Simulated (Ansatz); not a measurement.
# Sensitivity of the G0W0 gap of LiNbO3 (R3c)

A base run on LiNbO3 (R3c), then changed inputs.

Main program and level: Ansatz 0.2.0; G0W0 on PBE, plane waves, PAW; PAW set soft_1.

This is a report of a sequence of runs, with most program output left out.

## Step 1: Set-up

The structure is trigonal, space group R3c (No. 161). Conventional cell: a = 5.152 Å, b = 5.152 Å, c = 13.869 Å, α = 90.00°, β = 90.00°, γ = 120.00°. Nearest to Li lie 6 O at 2.07 to 2.24 Å. Nearest to Nb lie 6 O at 1.88 to 2.13 Å. O has 2 Nb at 1.88 to 2.13 Å and 2 Li at 2.07 to 2.24 Å nearest. Farther neighbours and most contacts between anions are not listed.

The cell and positions come from the Crystallography Open Database and are kept as given unless a step says otherwise.

## Step 2: The base run: 4×4×4 mesh, 241 empty bands, screening to 100 eV, PAW set soft_1 files

G0W0 replaces the xc potential by the self-energy, built once from these orbitals. Only a window of levels is corrected, while the sums run over the empty bands that the input names. This step takes PAW set soft_1 files.

Contents of input.yaml:

```yaml
crystal:
  lattice:
    - [2.5758, 1.4871388234, 4.623]
    - [-2.5758, 1.4871388234, 4.623]
    - [0.0, -2.9742776468, 4.623]
  atoms:
    - { symbol: Li, position: [0.2815, 0.2815, 0.2815] }
    - { symbol: Li, position: [0.7815, 0.7815, 0.7815] }
    - { symbol: Nb, position: [5.5e-05, 5.5e-05, 5.5e-05] }
    - { symbol: Nb, position: [0.500055, 0.500055, 0.500055] }
    - { symbol: O, position: [0.11231, 0.35836, 0.71959] }
    - { symbol: O, position: [0.71959, 0.11231, 0.35836] }
    - { symbol: O, position: [0.35836, 0.71959, 0.11231] }
    - { symbol: O, position: [0.21959, 0.85836, 0.61231] }
    - { symbol: O, position: [0.85836, 0.61231, 0.21959] }
    - { symbol: O, position: [0.61231, 0.21959, 0.85836] }
kpoints:
  mp_grid: { grid: [4, 4, 4] }
hamiltonian:
  xc: pbe
  pseudopotentials: { kind: paw, azcp: { folder: soft_1 } }
scf:
  occupations: { method: fixed }
gw:
  n_empty_bands: 241
  ecut_chi: 100
  qp_bands: [v3, c3]
  qp_kpoints: band_edges
  screening: { model: contour_deformation }
```

Launch:

```console
ansatz run input.yaml --threads 3 --pin off --max-ram 92160MiB --backend cuda --events-out ev --progress --plain --runs-dir out --devices 1 --max-vram 13GiB
```

Wall time 22 s (1 × NVIDIA H100 80GB HBM3 (shared by 6 runs) with 3 threads of AMD EPYC 7R13 (Zen 3), shared host); peak memory 1.3 GiB; 37 s of CPU time.

This step gave:

```yaml
bands_summed: 275
rpa_eps_infinity_on_this_mesh_eigenvalues: 4.966, 5.175, 5.175
plane_waves_in_the_screening_matrix: 247
q_points_in_the_mesh: 64
g0w0_gap_on_the_mesh: 5.134 eV
k_of_the_valence_top: 0, 0, 0
k_of_the_conduction_bottom: 0, 0.25, -0.5
starting_gap_on_the_mesh: 3.619 eV
z_at_the_valence_top: 0.7353
z_at_the_conduction_bottom: 0.7780
least_direct_g0w0_gap_on_the_computed_points: 5.139 eV
```

The gap on the mesh goes from 3.62 eV to 5.13 eV, a correction of +1.51 eV. Between the two edge states, bare exchange in place of the xc potential would open the gap by 11.05 eV, and correlation takes back 9.53 eV.

## Step 3: Variant: potentials

Other atomic data (norm-conserving) test the pseudisation: the cutoff goes from 420 to 1240 eV, with the same valence electrons.

This step: G0W0 on PBE, plane waves, norm-conserving pseudopotentials.

input.yaml, as its differences from that of step 2:

```diff
@@ -20,3 +20,3 @@
   xc: pbe
-  pseudopotentials: { kind: paw, azcp: { folder: soft_1 } }
+  pseudopotentials: { kind: nc }
 scf:
```

Run time: 50 s. Hardware: 1 × NVIDIA H100 80GB HBM3 (shared by 6 runs) with 3 threads; peak memory 2 GiB.

The G0W0 gap on the mesh is 5.133 eV.

Against the base:

| setting | base | variant |
| --- | --- | --- |
| files | PAW set soft_1 | norm-conserving |

| quantity | variant | base |
| --- | --- | --- |
| starting gap on the mesh | 3.616 | 3.619 |
| G0W0 gap on the mesh | 5.133 | 5.134 |
| least direct G0W0 gap on the computed points | 5.139 | 5.139 |
| Z at the valence top | 0.735 | 0.735 |
| Z at the conduction bottom | 0.778 | 0.778 |

## Step 4: Variant: potentials

This step: G0W0 on PBE, plane waves, PAW.

input.yaml, as its differences from that of step 3:

```diff
@@ -20,3 +20,3 @@
   xc: pbe
-  pseudopotentials: { kind: nc }
+  pseudopotentials: { kind: paw, source: ansatz }
 scf:
```

The job ended after 31 s (1 × NVIDIA H100 80GB HBM3 (shared by 6 runs) with 3 threads; peak memory 1.7 GiB; 49 s of CPU time).

The G0W0 gap on the mesh is 5.127 eV.

Against the base:

| setting | base | variant |
| --- | --- | --- |
| files | PAW set soft_1 | hard PAW |

| quantity | variant | base |
| --- | --- | --- |
| starting gap on the mesh | 3.614 | 3.619 |
| G0W0 gap on the mesh | 5.127 | 5.134 |
| least direct G0W0 gap on the computed points | 5.133 | 5.139 |
| Z at the valence top | 0.735 | 0.735 |
| Z at the conduction bottom | 0.778 | 0.778 |

## Step 5: Variant: frequency model

A plasmon pole stands in for the full frequency dependence of the screening; this run shows what that costs in accuracy.

This step: G0W0 on PBE, plane waves, PAW; PAW set soft_1.

input.yaml, as its differences from that of step 4:

```diff
@@ -20,3 +20,3 @@
   xc: pbe
-  pseudopotentials: { kind: paw, source: ansatz }
+  pseudopotentials: { kind: paw, azcp: { folder: soft_1 } }
 scf:
@@ -28,2 +28,2 @@
   qp_kpoints: band_edges
-  screening: { model: contour_deformation }
+  screening: { model: godby_needs }
```

Run time: 31 s. Hardware: 1 × NVIDIA H100 80GB HBM3 (shared by 6 runs) with 3 threads; peak memory 1.8 GiB.

The G0W0 gap on the mesh is 5.164 eV.

Against the base:

| setting | base | variant |
| --- | --- | --- |
| frequency model | contour deformation | plasmon pole |

| quantity | variant | base |
| --- | --- | --- |
| starting gap on the mesh | 3.619 | 3.619 |
| G0W0 gap on the mesh | 5.164 | 5.134 |
| least direct G0W0 gap on the computed points | 5.174 | 5.139 |
| Z at the valence top | 0.776 | 0.735 |
| Z at the conduction bottom | 0.811 | 0.778 |

## Step 6: Summary of results

| Quantity | Value |
| --- | --- |
| base | 5.13 eV, 22 s |
| potentials | 5.13 eV, 50 s |
| potentials | 5.13 eV, 31 s |
| frequency model | 5.16 eV, 31 s |

**Reading.** Potentials: the gap moves by −0.001 eV and the time by a factor of 2.2 (the plane-wave cutoff goes from 420 to 1240 eV). Potentials: the gap moves by −0.01 eV (the plane-wave cutoff goes from 420 to 930 eV). Frequency model: the gap moves by +0.03 eV. All runs here use a coarse mesh and modest cutoffs; they test settings and are not final values. The many-body steps are scalar-relativistic: spin-orbit coupling is not in them.

[Paths, hosts, dates, memory and timing lines, banners, echoed tables and standing remarks are left out of the program output.]

[Logs are printed without paths, hosts, clocks, repeated set-up lines and the standing remarks that a program may print on its own settings, such as how far it seeks lower states.]

[Runs of the session that timed out or met a known fault of the program may be left out.]

[Cells called generated may have been cut or substituted from an entry of the Crystallography Open Database or the Materials Project.]

[Hosts, paths, dates, database ids (printed as entryN), source tags and the programs' standing remarks are cut or masked in the printed files.]
